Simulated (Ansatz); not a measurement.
# Dielectric function and optical constants of GaN

What colour and refractive index does GaN have at this level of theory? The cell comes from an older database entry, whose edges can differ from later determinations, mostly by under a per cent.

Calculated with Ansatz 0.2.0; DFT, PBE, plane-wave PAW, default files, scalar-relativistic, independent-particle optical response without local fields.

The database entry behind the starting cell differs from later determinations by our own check (about 0.3 % short, ideal inner coordinate), so it need not match the best structure at ambient conditions.

## 1. The starting structure

It takes space group P6_3mc (No. 186, hexagonal). The conventional cell has a = 3.180 Å, b = 3.180 Å, c = 5.166 Å, α = 90.00°, β = 90.00°, γ = 120.00°. Nearest to Ga lie 4 N at 1.94 to 1.95 Å. N has 4 Ga at 1.94 to 1.95 Å nearest. Farther neighbours and most contacts between anions are not listed.

## 2. Ground state and bands

First the ground state: is it a metal or has it a gap?

This step: DFT, PBE, plane-wave PAW, default files, scalar-relativistic, ground state (Ansatz 0.2.0).

input.yaml reads:

```yaml
crystal:
  lattice:
    - [3.18, 0.0, 0.0]
    - [-1.59, 2.753960784, 0.0]
    - [0.0, 0.0, 5.166]
  atoms:
    - { symbol: Ga, position: [0.6666666667, 0.3333333333, 0.5] }
    - { symbol: Ga, position: [0.3333333333, 0.6666666667, 0.0] }
    - { symbol: "N", position: [0.6666666667, 0.3333333333, 0.875] }
    - { symbol: "N", position: [0.3333333333, 0.6666666667, 0.375] }
kpoints:
  mp_grid: { grid: [9, 9, 5] }
  band_path:
    path:
      - [[0.0, 0.0, 0.0], [0.5, 0.0, 0.0], [0.33333333, 0.33333333, 0.0], [0.0, 0.0, 0.0], [0.0, 0.0, 0.5], [0.5, 0.0, 0.5], [0.33333333, 0.33333333, 0.5], [0.0, 0.0, 0.5]]
      - [[0.5, 0.0, 0.5], [0.5, 0.0, 0.0]]
      - [[0.33333333, 0.33333333, 0.0], [0.33333333, 0.33333333, 0.5]]
    npoints: 5
scf:
  occupations: { method: fermi_dirac, width: 0.05 }
  n_extra_bands: 8
hamiltonian:
  xc: pbe
  pseudopotentials: { kind: paw }
output:
  forces: true
  stress: true
  populations: true
  write_bands: true
```

On the command line:

```
> ansatz run input.yaml --threads 4 --pin off --max-ram 8192MiB --backend cpu --events-out ev --progress --plain --runs-dir out
```

Numbers of over 12 decimals in the logs are rounded to 6 here.

Log:

```text
scf.n_extra_bands = 8 over 18 filled bands (N_el = 36.0): the run solves 26 bands
Engine: ansatz 0.2.0, aarch64-unknown-linux-gnu
Pseudopotentials: kind: paw
Pseudopotential: Ga, paw, valence charge 13, recommended cutoff 420 eV (normal), Ga.paw.azcp
Pseudopotential: N, paw, valence charge 5, recommended cutoff 420 eV (normal), N.paw.azcp
Functional definition: PBE
  parameter kappa = 0.804
  parameter beta = 0.066725
  exchange = pbe_x(kappa = kappa, mu = beta*pi^2/3)
  correlation = pbe_c(beta = beta)
Crystal: 4 atoms, lattice volume = 45.242 Å³
Basis set: ecut = 420 eV, 881 PW (Γ), exchange–correlation on 48×48×72 points (8 copies of the dense FFT grid, shifted against one another)
Bands: 26, of which v1, the nominal top of the filled ones, is band 18 counted from 1 (17 counted from 0)
Symmetry: 12 space group operations
Space group: P63mc (ITA 186), of the structure as read, at distance tolerance 3.6e-5 Å
k-points: 36 of 405 (time reversal used)
Non-local potential: Ga, projectors of the file, l = 0: 2, l = 1: 2, l = 2: 3, l = 3: 1
Non-local potential: N, projectors of the file, l = 0: 2, l = 1: 2, l = 2: 1
PAW form: soft (Blöchl's): semilocal exchange-correlation on the pseudo side does not see the compensation charge
PAW one-centre angular grid: Ga, 590 points (default); XC on 64 Gauss nodes
PAW one-centre angular grid: N, 110 points (default); XC on 64 Gauss nodes
Initial density: superposition of atomic densities (neutral atoms: chi_scale 0, normalization atom), corrected by the library's trained network
Initial wavefunctions: pseudopotential atomic-orbital guess
Functional: x = pbe(κ = 0.804, μ = 0.219515), c = pbe(β = 0.066725)
SCF iter   1: F=—  HF=-8335.795468 eV  |F-HF|=—  |Δ(HF+E_count)|=         —  Δρ=8.44e-4  dr2=1.79e-4  ethr=1.77e-3  ⟨swp⟩=5.2  Hψ=3736  notcnv=0  defer=30
preconditioner: auto → Resta (q_TF=auto, 2.626 Å⁻¹)  ε∞=4.1  [insulator: Δε(μ)=1.958 eV  Ē_g=18.870 eV  σ=0.050 eV  W_gap=1.00  n_scr=22 (ndim 8)  ℏωp=33.1 eV  f_vac=0.008  D(μ)=0.00/eV (n_scr^D=0)  ε∞_Penn≈4.1]
SCF iter   2: F=—  HF=-8335.796100 eV  |F-HF|=—  |Δ(HF+E_count)|=   6.32e-4  Δρ=4.66e-4  dr2=5.28e-5  ethr=4.98e-7  ⟨swp⟩=2.2  Hψ=1871  notcnv=0  defer=45
SCF iter   3: F=—  HF=-8335.796222 eV  |F-HF|=—  |Δ(HF+E_count)|=   1.22e-4  Δρ=1.54e-4  dr2=5.36e-6  ethr=1.47e-7  ⟨swp⟩=2.0  Hψ=1482  notcnv=0  defer=45
SCF iter   4: F=—  HF=-8335.796228 eV  |F-HF|=—  |Δ(HF+E_count)|=   5.86e-6  Δρ=6.17e-5  dr2=1.00e-6  ethr=1.49e-8  ⟨swp⟩=2.0  Hψ=1482  notcnv=0  defer=45
SCF iter   5: F=—  HF=-8335.796229 eV  |F-HF|=—  |Δ(HF+E_count)|=   1.09e-6  Δρ=2.36e-5  dr2=1.78e-7  ethr=2.78e-9  ⟨swp⟩=2.5  Hψ=1338  notcnv=0  defer=45
SCF iter   6: F=-8335.796230 eV  HF=-8335.796230 eV  |F-HF|=1.44e-8  |Δ(HF+E_count)|=   4.07e-7  Δρ=4.43e-6  dr2=9.00e-9  ethr=2.78e-10  ⟨swp⟩=7.4  Hψ=4016  notcnv=0
SCF 1 converged in 6 iterations: F = -8335.796230 eV  dr2 = 9.00e-9
  greatest PAW one-centre occupation: 0.995 electrons in one spin orbital (limit 2), on the Ga atom at site 0 (counted from 0), in its partial waves of l = 2
NSCF: frozen V_eff on 48 k-points
SCF converged after 6 iterations
Free energy (F): -8335.796230 eV
Harris-Foulkes:  -8335.796230 eV  (|F-HF|=1.44e-8)
Internal energy: -8335.796230 eV  (E = F + TS)
E sigma→0 (E₀):  -8335.796230 eV
Fermi energy:    10.867133 eV
--- Per-component energies (eV) ---
  E_band       = -5.327326
  E_kinetic    = 495.402663
  E_local      = -3888.976448  (includes V_loc(G=0)·N_el)
  E_nonlocal   = 948.897564
  E_hartree    = 1791.444357
  E_xc         = -257.979583
  E_vxc        = -268.793403  (∫ρ·V_xc dr)
  E_paw        = -4240.758109  (= ΣΔE_a)
  E_vpaw       = -874.746177  (= ΣTr[D̂ρ^β])
  E_aug_tail   = 0.000054  (compensation charges beyond the density's cutoff)
  E_ewald      = -3183.826728
  E_smearing   = -0.000000  (= −TS)
  E_closure    = 0.000000  (closes the sum)
  Σ components = -8335.796230   (vs F -8335.796230, Δ=0.00e0)
--- Forces (eV/Å), atoms counted from 1 ---
  atom   1  Ga     0.00000000    -0.00000000    -0.13700036
  atom   2  Ga     0.00000000     0.00000000    -0.13700036
  atom   3  N      0.00000000    -0.00000000     0.13698480
  atom   4  N      0.00000000     0.00000000     0.13698480
  max |Σ_I F_I| component: 3.11e-5 eV/Å
--- Stress (GPa, compression-positive) ---
        6.579177       0.000000      -0.000000
        0.000000       6.579177       0.000000
       -0.000000       0.000000       8.727600
  P = ⅓ Tr σ = 7.2953 GPa (72.953 kbar)
--- Band table (eV; the first three rows and the last of 36) ---
  k-point 0: bands = [... 14 lower, 8.7902, 9.7924, 9.8519, 9.8519, 11.8163, 14.1548, 19.1050, 19.7819, ... 4 higher]
  k-point 1: bands = [... 14 lower, 8.8870, 8.8870, 9.7461, 9.7461, 12.6955, 14.2293, 18.8382, 19.8261, ... 4 higher]
  k-point 2: bands = [... 14 lower, 9.1445, 9.1445, 9.4728, 9.4728, 13.8072, 14.2843, 18.4037, 18.6576, ... 4 higher]
  k-point 35: bands = [... 14 lower, 5.2558, 6.0313, 8.2087, 8.2087, 16.5007, 16.5007, 16.6203, 17.6366, ... 4 higher]
--- Löwdin populations: 4 sites ---
  site symbol       q [e]
     0     Ga     12.2244
     1     Ga     12.2244
     2      N      5.7386
     3      N      5.7386
  spilling = 0.002053 (of n_electrons = 36.000000)
```

Elapsed: 1.5 s, on 4 threads of Arm Neoverse V2, shared host; peak memory 0.38 GiB; 5.2 s of CPU time.

The column dr2 measures how far the density is from self-consistency, as an energy; F and HF (Harris–Foulkes) agree once it is small.

Numbers from this step:

* free energy: -8335.7962 eV
* Fermi energy: 10.87 eV
* gap by band count: 1.964 eV
* electrons: 36
* symmetry operations: 12
* pressure: 7.295 GPa
* gap on the k-mesh: 1.964 eV
* volume: 45.24 Å³
* gap on the path: 1.964 eV
* least direct gap on the path: 1.964 eV

There is a gap, 1.96 eV on the path, so no carriers' term is needed. The cell is left with a pressure of 7.3 GPa and forces up to 0.14 eV/Å, as it stands unrelaxed at this level.

Electronic bands along the path, in eV, zero at the Fermi level; v1 is the highest filled band, c1 the lowest empty one:

| point | v4 | v3 | v2 | v1 | c1 | c2 | c3 | c4 |
| --- | --- | --- | --- | --- | --- | --- | --- | --- |
| Γ | -2.08 | -1.07 | -1.01 | -1.01 | 0.95 | 3.29 | 8.24 | 8.91 |
| 0.40 of the way | -3.20 | -2.77 | -1.50 | -1.35 | 2.83 | 4.82 | 6.82 | 7.77 |
| M | -5.29 | -3.80 | -3.28 | -2.00 | 4.07 | 4.60 | 5.06 | 7.65 |
| 0.40 of the way | -5.23 | -4.44 | -3.37 | -2.63 | 4.72 | 5.15 | 5.36 | 7.55 |
| K | -6.35 | -4.06 | -4.06 | -3.73 | 4.12 | 6.86 | 6.86 | 7.42 |
| 0.40 of the way | -5.39 | -4.05 | -2.46 | -2.33 | 4.67 | 5.53 | 6.49 | 6.60 |
| Γ | -2.08 | -1.07 | -1.01 | -1.01 | 0.95 | 3.29 | 8.24 | 8.91 |
| 0.60 of the way | -1.87 | -1.87 | -1.24 | -1.24 | 2.43 | 3.42 | 7.72 | 8.30 |
| A | -1.56 | -1.56 | -1.56 | -1.56 | 3.28 | 3.28 | 7.53 | 7.53 |
| 0.40 of the way | -2.91 | -2.91 | -2.10 | -2.10 | 4.29 | 4.29 | 6.67 | 6.67 |
| L | -2.98 | -2.98 | -2.94 | -2.94 | 3.41 | 3.41 | 6.83 | 6.83 |
| 0.40 of the way | -3.92 | -3.92 | -2.67 | -2.67 | 4.09 | 4.09 | 7.10 | 7.10 |
| H | -5.24 | -5.24 | -2.52 | -2.52 | 5.48 | 5.48 | 6.31 | 6.31 |
| 0.60 of the way | -2.98 | -2.98 | -2.46 | -2.46 | 4.58 | 4.58 | 6.58 | 6.58 |
| A | -1.56 | -1.56 | -1.56 | -1.56 | 3.28 | 3.28 | 7.53 | 7.53 |
| jump to L | -2.98 | -2.98 | -2.94 | -2.94 | 3.41 | 3.41 | 6.83 | 6.83 |
| 0.60 of the way | -4.64 | -3.65 | -2.87 | -2.21 | 3.53 | 4.11 | 6.30 | 7.10 |
| M | -5.29 | -3.80 | -3.28 | -2.00 | 4.07 | 4.60 | 5.06 | 7.65 |
| jump to K | -6.35 | -4.06 | -4.06 | -3.73 | 4.12 | 6.86 | 6.86 | 7.42 |
| 0.40 of the way | -6.16 | -4.07 | -3.48 | -3.48 | 4.62 | 6.46 | 6.46 | 7.29 |
| H | -5.24 | -5.24 | -2.52 | -2.52 | 5.48 | 5.48 | 6.31 | 6.31 |

## 3. Spectrum

With the density converged, the vertical transitions are summed over the zone.

This step: DFT, PBE, plane-wave PAW, default files, scalar-relativistic, independent-particle optical response without local fields (Ansatz 0.2.0).

input.yaml, the sections that differ from step 2:

```yaml
kpoints:
  mp_grid: { grid: [9, 9, 5] }
scf:
  occupations: { method: fixed }
output:
  optics:
    e_range: [0, 14]
    de: 0.05
    sigma: 0.1
    nscf_kmesh: { grid: [9, 9, 5] }
    bands: { spectra_wanted_up_to: 14 }
# crystal, hamiltonian: as in step 2
```

Log:

```text
[...]
Crystal: 4 atoms, lattice volume = 45.242 Å³
Basis set: ecut = 420 eV, 881 PW (Γ)
Bands: 22, of which v1, the nominal top of the filled ones, is band 18 counted from 1 (17 counted from 0)
[... 1 set-up line as in the run before ...]
[...]
k-points: 36 of 405 (time reversal used)
[...]
SCF iter   1: F=—  HF=-8335.795474 eV  |F-HF|=—  |Δ(HF+E_count)|=         —  Δρ=8.45e-4  dr2=1.81e-4  ethr=1.77e-3  ⟨swp⟩=4.3  Hψ=2816  notcnv=0  defer=37
[...]
SCF iter   9: F=-8335.796220 eV  HF=-8335.796220 eV  |F-HF|=1.82e-12  |Δ(HF+E_count)|=  2.55e-11  Δρ=7.36e-8  dr2=2.42e-12  ethr=1.00e-12  ⟨swp⟩=3.7  Hψ=2359  notcnv=0
SCF 1 converged in 9 iterations: F = -8335.796220 eV  dr2 = 2.42e-12
[...]
NSCF: frozen V_eff on 36 k-points
[...]
output.optics: what the bands over the 35 summed would add to eps1, eps2 and the energy-loss function is held between a lower and an upper bound (7 Lanczos steps). eps1, eps2 and their loss function (loss_summed_bands) are given on every row as the summed bands alone make them. Along an axis, on a row where the two bounds hold the loss function to about 1 % of the greater of itself and 0.5 % of |1/eps|, its cell (loss_completed) is given, with the completed eps1 and eps2 that it is formed of (a cell that is left empty reads nan in the table and null in the record). The two bounds hold it so along every axis on all 281 rows up to 14.000 eV. [rest of the remark cut]
SCF converged after 9 iterations
Free energy (F): -8335.796220 eV
[...]
Internal energy: -8335.796220 eV  (E = F + TS)
E sigma→0 (E₀):  -8335.796220 eV
Fermi energy:    9.851949 eV
[...]
--- Band table (eV; the first three rows and the last of 36) ---
  k-point 0: bands = [... 14 lower, 8.7902, 9.7925, 9.8519, 9.8519, 11.8163, 14.1548, 19.1050, 19.7819]
  k-point 1: bands = [... 14 lower, 8.8870, 8.8870, 9.7461, 9.7461, 12.6956, 14.2293, 18.8383, 19.8261]
  k-point 2: bands = [... 14 lower, 9.1445, 9.1445, 9.4729, 9.4729, 13.8072, 14.2843, 18.4037, 18.6576]
  k-point 35: bands = [... 14 lower, 5.2558, 6.0313, 8.2087, 8.2087, 16.5007, 16.5007, 16.6204, 17.6367]
```

It took 25 s on 4 threads; peak memory 0.73 GiB; 100 s of CPU time.

Read-outs, printed or worked out from the files:

```
electronic dielectric constant ε∞, mean over x, y and z (by symmetry where fewer were run)                                                          : 5.918
absorption onset, first axis (α over 10⁴ cm⁻¹, or the direct gap if that lies higher)                                                               : 1.985 eV
main peak of Im epsilon, first axis                                                                                                                 : 7.875 eV
photocurrent from vertical transitions in a film 500 nm thick on a perfect mirror (two passes), AM1.5G, no front reflection, all carriers collected : 14.52 mA/cm²
least direct gap on the mesh                                                                                                                        : 1.964 eV
bands summed                                                                                                                                        : 35
spectra valid up to                                                                                                                                 : 21.98 eV
program's estimate of the k-sum error in Im epsilon                                                                                                 : 0.07 %
electrons in the f-sum                                                                                                                              : 14.16
```

The Im ε has structure finer than the step of the table below, so its rows give means over 0.5 eV, whole bins alone (the curve runs from 0 to 14 eV). Peaks (eV: height): E ∥ x or y 6.60: 8.32, 7.85: 9.02, 9.05: 7.44, 11.00: 7.56; E ∥ z 5.85: 9.69, 7.85: 8.80, 9.75: 6.80, 10.75: 11.1, 11.50: 9.20.

Table of Im ε by photon energy; means over each step:

| photon energy (eV) | E ∥ x or y | E ∥ z |
| --- | --- | --- |
| 1.5 | 1.6e-5 | 0 |
| 2.0 | 0.357 | 0.279 |
| 2.5 | 1.07 | 1.10 |
| 3.0 | 1.28 | 1.40 |
| 3.5 | 1.40 | 1.57 |
| 4.0 | 1.52 | 1.73 |
| 4.5 | 1.71 | 1.94 |
| 5.0 | 2.20 | 2.33 |
| 5.5 | 4.80 | 4.21 |
| 6.0 | 6.02 | 9.14 |
| 6.5 | 7.35 | 7.80 |
| 7.0 | 6.63 | 7.11 |
| 7.5 | 6.59 | 7.10 |
| 8.0 | 8.59 | 7.43 |
| 8.5 | 5.65 | 4.05 |
| 9.0 | 6.71 | 3.85 |
| 9.5 | 6.32 | 5.57 |
| 10.0 | 4.97 | 4.77 |
| 10.5 | 4.60 | 6.46 |
| 11.0 | 6.96 | 8.57 |
| 11.5 | 6.84 | 8.40 |
| 12.0 | 5.08 | 4.40 |
| 12.5 | 3.38 | 2.57 |
| 13.0 | 2.26 | 1.93 |
| 13.5 | 1.97 | 1.76 |

Re ε against photon energy:

| photon energy (eV) | E ∥ x or y | E ∥ z |
| --- | --- | --- |
| 0.0 | 5.88 | 6.00 |
| 0.5 | 5.91 | 6.03 |
| 1.0 | 6.03 | 6.15 |
| 1.5 | 6.28 | 6.40 |
| 2.0 | 7.05 | 7.16 |
| 2.5 | 6.77 | 7.05 |
| 3.0 | 6.63 | 6.88 |
| 3.5 | 6.66 | 6.88 |
| 4.0 | 6.87 | 7.06 |
| 4.5 | 7.32 | 7.46 |
| 5.0 | 8.23 | 8.28 |
| 5.5 | 9.71 | 10.5 |
| 6.0 | 6.66 | 6.87 |
| 6.5 | 7.09 | 4.39 |
| 7.0 | 3.81 | 3.67 |
| 7.5 | 5.14 | 3.34 |
| 8.0 | 2.53 | 0.0387 |
| 8.5 | 0.899 | 0.421 |
| 9.0 | 2.42 | 2.74 |
| 9.5 | 1.03 | 2.79 |
| 10.0 | -0.181 | 1.23 |
| 10.5 | 1.93 | 5.68 |
| 11.0 | 0.733 | -1.19 |
| 11.5 | -1.43 | -1.90 |
| 12.0 | -3.03 | -4.60 |
| 12.5 | -3.00 | -3.06 |
| 13.0 | -2.17 | -2.19 |
| 13.5 | -1.69 | -1.52 |
| 14.0 | -1.43 | -1.24 |

Values under 1 per cm are given as 1. Table of absorption coefficient by photon energy:

| photon energy (eV) | E ∥ x or y (1/cm) | E ∥ z (1/cm) |
| --- | --- | --- |
| 0.0 | 1 | 1 |
| 0.5 | 1 | 1 |
| 1.0 | 1 | 1 |
| 1.5 | 1 | 1 |
| 2.0 | 11716 | 5638 |
| 2.5 | 52439 | 53258 |
| 3.0 | 75638 | 80688 |
| 3.5 | 95961 | 1.1e5 |
| 4.0 | 1.2e5 | 1.3e5 |
| 4.5 | 1.4e5 | 1.6e5 |
| 5.0 | 1.9e5 | 2.0e5 |
| 5.5 | 4.0e5 | 2.9e5 |
| 6.0 | 6.5e5 | 9.3e5 |
| 6.5 | 8.8e5 | 9.9e5 |
| 7.0 | 9.6e5 | 1.1e6 |
| 7.5 | 9.3e5 | 1.1e6 |
| 8.0 | 1.5e6 | 1.6e6 |
| 8.5 | 1.3e6 | 1.1e6 |
| 9.0 | 1.5e6 | 8.7e5 |
| 9.5 | 1.6e6 | 1.2e6 |
| 10.0 | 1.6e6 | 1.3e6 |
| 10.5 | 1.2e6 | 1.1e6 |
| 11.0 | 2.1e6 | 2.4e6 |
| 11.5 | 2.4e6 | 2.8e6 |
| 12.0 | 2.6e6 | 2.8e6 |
| 12.5 | 2.5e6 | 2.4e6 |
| 13.0 | 2.1e6 | 2.1e6 |
| 13.5 | 2.0e6 | 1.9e6 |
| 14.0 | 2.0e6 | 1.8e6 |

The loss function −Im 1/ε at q → 0 has structure finer than the step of the table below, so its rows give means over 0.5 eV, whole bins alone (the curve runs from 0 to 14 eV). Peaks (eV: height): E ∥ x or y 8.55: 0.188, 10.30: 0.238; E ∥ z 8.55: 0.264, 10.00: 0.217, 11.20: 0.143.

Loss function −Im 1/ε at q → 0 against energy loss; means over each step:

| energy loss (eV) | E ∥ x or y | E ∥ z |
| --- | --- | --- |
| 1.5 | 3.7e-7 | 0 |
| 2.0 | 0.00722 | 0.00526 |
| 2.5 | 0.0226 | 0.0216 |
| 3.0 | 0.0281 | 0.0283 |
| 3.5 | 0.0303 | 0.0314 |
| 4.0 | 0.0307 | 0.0327 |
| 4.5 | 0.0302 | 0.0326 |
| 5.0 | 0.0298 | 0.0312 |
| 5.5 | 0.0427 | 0.0305 |
| 6.0 | 0.0717 | 0.0676 |
| 6.5 | 0.0747 | 0.0970 |
| 7.0 | 0.110 | 0.112 |
| 7.5 | 0.0959 | 0.115 |
| 8.0 | 0.106 | 0.135 |
| 8.5 | 0.167 | 0.238 |
| 9.0 | 0.133 | 0.178 |
| 9.5 | 0.156 | 0.142 |
| 10.0 | 0.204 | 0.190 |
| 10.5 | 0.194 | 0.106 |
| 11.0 | 0.138 | 0.118 |
| 11.5 | 0.139 | 0.109 |
| 12.0 | 0.147 | 0.110 |
| 12.5 | 0.166 | 0.163 |
| 13.0 | 0.228 | 0.233 |
| 13.5 | 0.294 | 0.324 |

The reflectivity at normal incidence has structure finer than the step of the table below, so its rows give means over 0.5 eV, whole bins alone (the curve runs from 0 to 14 eV). Peaks (eV: height): E ∥ x or y 6.60: 32.7, 8.20: 36.5, 9.75: 34.6, 12.70: 54.3; E ∥ z 5.80: 36.4, 8.00: 37.8, 9.80: 32.1, 10.90: 43.2, 12.00: 60.4.

Table of reflectivity at normal incidence by photon energy; means over each step:

| photon energy (eV) | E ∥ x or y (%) | E ∥ z (%) |
| --- | --- | --- |
| 0.5 | 17.4 | 17.8 |
| 1.0 | 17.8 | 18.1 |
| 1.5 | 18.5 | 18.8 |
| 2.0 | 20.2 | 20.6 |
| 2.5 | 20.2 | 20.9 |
| 3.0 | 20.0 | 20.7 |
| 3.5 | 20.1 | 20.9 |
| 4.0 | 20.8 | 21.4 |
| 4.5 | 22.0 | 22.6 |
| 5.0 | 24.5 | 24.7 |
| 5.5 | 29.4 | 30.3 |
| 6.0 | 28.4 | 34.8 |
| 6.5 | 31.2 | 31.6 |
| 7.0 | 28.6 | 30.2 |
| 7.5 | 28.5 | 30.3 |
| 8.0 | 35.3 | 36.3 |
| 8.5 | 29.0 | 25.2 |
| 9.0 | 30.6 | 19.4 |
| 9.5 | 32.4 | 26.0 |
| 10.0 | 31.0 | 25.2 |
| 10.5 | 23.9 | 27.5 |
| 11.0 | 33.7 | 41.0 |
| 11.5 | 41.1 | 45.9 |
| 12.0 | 48.2 | 59.6 |
| 12.5 | 52.0 | 57.0 |
| 13.0 | 50.1 | 52.3 |
| 13.5 | 45.4 | 44.9 |

Optical constants at common wavelengths, from n + ik = √ε:

| wavelength (nm) | n xy | k xy | R (%) xy | 1/α xy | n z | k z | R (%) z | 1/α z |
| --- | --- | --- | --- | --- | --- | --- | --- | --- |
| 800 | 2.51 | 0.000 | 18.6 | over 1 mm | 2.54 | 0.000 | 18.9 | over 1 mm |
| 532 | 2.63 | 0.181 | 20.3 | 234 nm | 2.68 | 0.177 | 21.0 | 239 nm |
| 450 | 2.59 | 0.232 | 20.0 | 154 nm | 2.65 | 0.243 | 20.7 | 147 nm |
| 405 | 2.59 | 0.252 | 20.0 | 128 nm | 2.64 | 0.270 | 20.7 | 119 nm |
| 365 | 2.59 | 0.267 | 20.1 | 109 nm | 2.64 | 0.292 | 20.8 | 100 nm |
| 308 | 2.64 | 0.289 | 20.8 | 85 nm | 2.68 | 0.325 | 21.4 | 75 nm |
| 248 | 2.89 | 0.371 | 24.3 | 53 nm | 2.90 | 0.397 | 24.6 | 50 nm |

Rows near the edge hang on the gap, which this functional as a rule makes too small, and phonon-assisted absorption is left out.

Through 1 µm of it, D65 light comes out red, dark (x = 0.651, y = 0.341; 6 % transmitted). A larger true gap would move the edge to shorter wavelengths and change the colour.

At 1064 nm the birefringence n(z) − n(x) is +0.025: the crystal is uniaxial positive at this level.

The f-sum over the summed bands holds 14.2 of the cell's 36 electrons outside the frozen cores, 24 of which lie in bands more than 12 eV below the Fermi level, whose transitions come at higher energies. Up to 14 eV the strength has a mean oscillator energy of 8.1 eV, close to the main peak.

## 4. Results

```yaml
gap_on_the_path: 1.96 eV
least_direct_gap_on_the_path: 1.96 eV
electronic_dielectric_constant_eps_infinity_mean_over_x_y_and_z_by_symmetry_where_fewer_were_run_independent_particles: 5.92
absorption_onset_first_axis_alpha_over_1e4_cm_minus1_or_the_direct_gap_if_that_lies_higher: 1.99 eV
main_peak_of_im_epsilon_first_axis: 7.87 eV
photocurrent_from_vertical_transitions_in_a_film_500_nm_thick_on_a_perfect_mirror_two_passes_am1p5g_no_front_reflection_all_carriers_collected: 14.5 mA/cm²
```

**Reading.** At this level (PBE, independent particles) GaN has a mean ε∞ = 5.92 and n = 2.44 at 1550 nm (E ∥ x); absorption sets in near 2.0 eV, and Im ε peaks at 7.9 eV (E ∥ x). The gap on the path is direct, 1.96 eV. The absorption coefficient passes 10⁴ cm⁻¹ at 1.99 eV, inside the visible range. Distinct maxima of Im ε, read by a parabola through the highest points, lie at 6.59 eV (8.3), 7.87 eV (9.1), 9.04 eV (7.4) and 10.98 eV (7.6) for E ∥ x or y. The static values by axis are 5.88 (xy), 6.00 (z). The f-sum over the summed bands holds 14.2 of the cell's 36 electrons outside the frozen cores, 24 of which lie in bands more than 12 eV below the Fermi level, whose transitions come at higher energies. Up to 14 eV the strength has a mean oscillator energy of 8.1 eV, close to the main peak. Through 1 µm of it, D65 light comes out red, dark (x = 0.651, y = 0.341; 6 % transmitted). A larger true gap would move the edge to shorter wavelengths and change the colour. At 1064 nm the birefringence n(z) − n(x) is +0.025: the crystal is uniaxial positive at this level. Excitons and phonon-assisted transitions are missing, and so are local fields; PBE gaps are as a rule too small, which pulls the onset down and ε∞ up. In the base run ε includes the program's bounded estimate of what the bands above those summed add.

[Logs are printed without paths, hosts, clocks, repeated set-up lines and the standing remarks that a program may print on its own settings, such as how far it seeks lower states.]

[Hosts, paths, dates, database ids (printed as entryN), source tags and the programs' standing remarks are cut or masked in the printed files.]
